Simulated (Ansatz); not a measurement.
Planning a run of Ansatz 0.2.0 on WSi2N4/WSi2N4 (MoSi2N4 type bilayer). The input:

```yaml
crystal:
  lattice:
    - [2.8834230409, 0.0, 0.0]
    - [-1.4417115205, 2.4971176033, 0.0]
    - [0.0, 0.0, 56.6]
  atoms:
    - { symbol: W, position: [0.0, 0.0, 0.4140451112] }
    - { symbol: "N", position: [0.3333333333, 0.6666666667, 0.435976302] }
    - { symbol: "N", position: [0.3333333333, 0.6666666667, 0.3920936218] }
    - { symbol: Si, position: [0.3333333333, 0.6666666667, 0.4666023862] }
    - { symbol: Si, position: [0.3333333333, 0.6666666667, 0.3614386527] }
    - { symbol: "N", position: [0.6666666667, 0.3333333333, 0.4754239278] }
    - { symbol: "N", position: [0.6666666667, 0.3333333333, 0.3524704008] }
    - { symbol: W, position: [0.6666666667, 0.3333333333, 0.5859537125] }
    - { symbol: "N", position: [0.0, 0.0, 0.6079062639] }
    - { symbol: "N", position: [0.0, 0.0, 0.5640249847] }
    - { symbol: Si, position: [0.0, 0.0, 0.6385613066] }
    - { symbol: Si, position: [0.0, 0.0, 0.5334027474] }
    - { symbol: "N", position: [0.3333333333, 0.6666666667, 0.6475295992] }
    - { symbol: "N", position: [0.3333333333, 0.6666666667, 0.5245443974] }
  periodic: [true, true, false]
kpoints:
  mp_grid: { grid: [9, 9, 1] }
hamiltonian:
  xc: pbesol
  pseudopotentials: { kind: paw, azcp: { folder: soft_1 }, xc_functional: pbe }
scf:
  occupations: { method: fixed }
  convergence: { dr2_threshold: 1.0e-10 }
gw:
  n_empty_bands: 601
  ecut_chi: 75.0
  qp_bands: [v4, c4]
  qp_kpoints: band_edges
  screening: { model: contour_deformation }
```

```sh
ansatz run input.yaml --threads 3 --pin off --max-ram 92160MiB --backend cuda --events-out ev --progress --plain --runs-dir out --devices 1 --max-vram 13GiB
```

Question: How long will it take on 1 × NVIDIA H100 80GB HBM3 (shared by 6 runs) with 3 threads of AMD EPYC 7R13 (Zen 3), shared host, and how much memory?

It took 3.8 min; on shared hardware allow 1.9 min to 7.7 min. Peak host memory was 3.2 GiB. The sizes that set the cost: 7965 plane waves a state, 12 irreducible k points, 643 bands summed, 559 plane waves in the screening and 16 SCF cycles.

The screening grows as filled bands × empty bands × pairs of k points, times the square of the screening basis for the matrix.

[Paths, hosts, dates, memory and timing lines, banners, echoed tables and standing remarks are left out of the program output.]

[Logs are printed without paths, hosts, clocks, repeated set-up lines and the standing remarks that a program may print on its own settings, such as how far it seeks lower states.]

[Runs of the session that timed out or met a known fault of the program may be left out.]

[Cells called generated may have been cut or substituted from an entry of the Crystallography Open Database or the Materials Project.]

[Hosts, paths, dates, database ids (printed as entryN), source tags and the programs' standing remarks are cut or masked in the printed files.]
